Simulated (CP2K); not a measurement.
Consider 2-trifluoromethylpyrimidine at its PBE geometry (Å).

```xyz
13

F     2.7503   -1.1631    0.1350
C     2.1961    0.0739    0.0277
F     2.6602    0.6407   -1.1299
F     2.6640    0.8265    1.0468
C     0.6656    0.0159    0.0281
N     0.1269   -1.0732   -0.5301
C    -1.2163   -1.1030   -0.5532
C    -1.9907   -0.0707   -0.0244
C    -1.3052    1.0115    0.5289
N     0.0376    1.0728    0.5607
H    -1.6722   -1.9850   -1.0086
H    -3.0786   -0.1066   -0.0446
H    -1.8377    1.8603    0.9636
```

Method: CP2K XAS_TDP, all-electron GAPW, PBEh(45%), aug-cc-pVDZ, TDA, no relativity.

Predict the bright core excitations at the C K edge.

Leading lines: C2 288.55 eV, C5 282.28 eV, C7 281.50 eV and C8 281.30 eV. The leading line of an atom is its first one with 35 % of the strongest within 2.5 eV of its lowest line over the strength cut. 

The first six lines of each atom with a strength over 0.0015:

```
                              atom  energy (eV)  states  strength, one atom
          C2 (bonded to C and 3 F)       288.55       1              0.0301
                                         289.89       1              0.0098
                                         290.31       1              0.0777
                                         291.65       1              0.0607
                                         291.78       1              0.0256
                                         292.23       1              0.0159
          C5 (bonded to C and 2 N)       282.28       1              0.0582
                                         288.28       1              0.0017
                                         288.80       1              0.0063
                                         288.87       1              0.0056
                                         289.30       1              0.0035
                                         289.73       1              0.0041
C7 (bonded to C, N and H), 2 alike       281.50       1              0.0592
                                         285.92       1              0.0131
                                         287.05       1              0.0036
                                         287.60       1              0.0029
                                         287.78       1              0.0030
                                         288.24       1              0.0084
          C8 (bonded to 2 C and H)       281.30       1              0.0499
                                         284.75       1              0.0135
                                         286.23       1              0.0048
                                         286.39       1              0.0075
                                         287.36       1              0.0034
                                         287.48       1              0.0049
```

Lines are vertical, at one geometry, with no vibrational structure. Without a correction of the core level, line positions, and the gaps between valence and Rydberg lines, follow the share of exact exchange. At this level such K lines come out 3 to 6 eV under measured ones. These values hold no scalar relativity, about 0.1 eV for C 1s. Rydberg lines, and the discretised continuum above threshold, depend on the basis and the box.

[Banner, clock and machine lines of the logs are left out without a mark of their own.]

[Logs are printed without paths, hosts, clocks, repeated set-up lines and the standing remarks that a program may print on its own settings, such as how far it seeks lower states.]

[Hosts, paths, dates, database ids (printed as entryN), source tags and the programs' standing remarks are cut or masked in the printed files.]
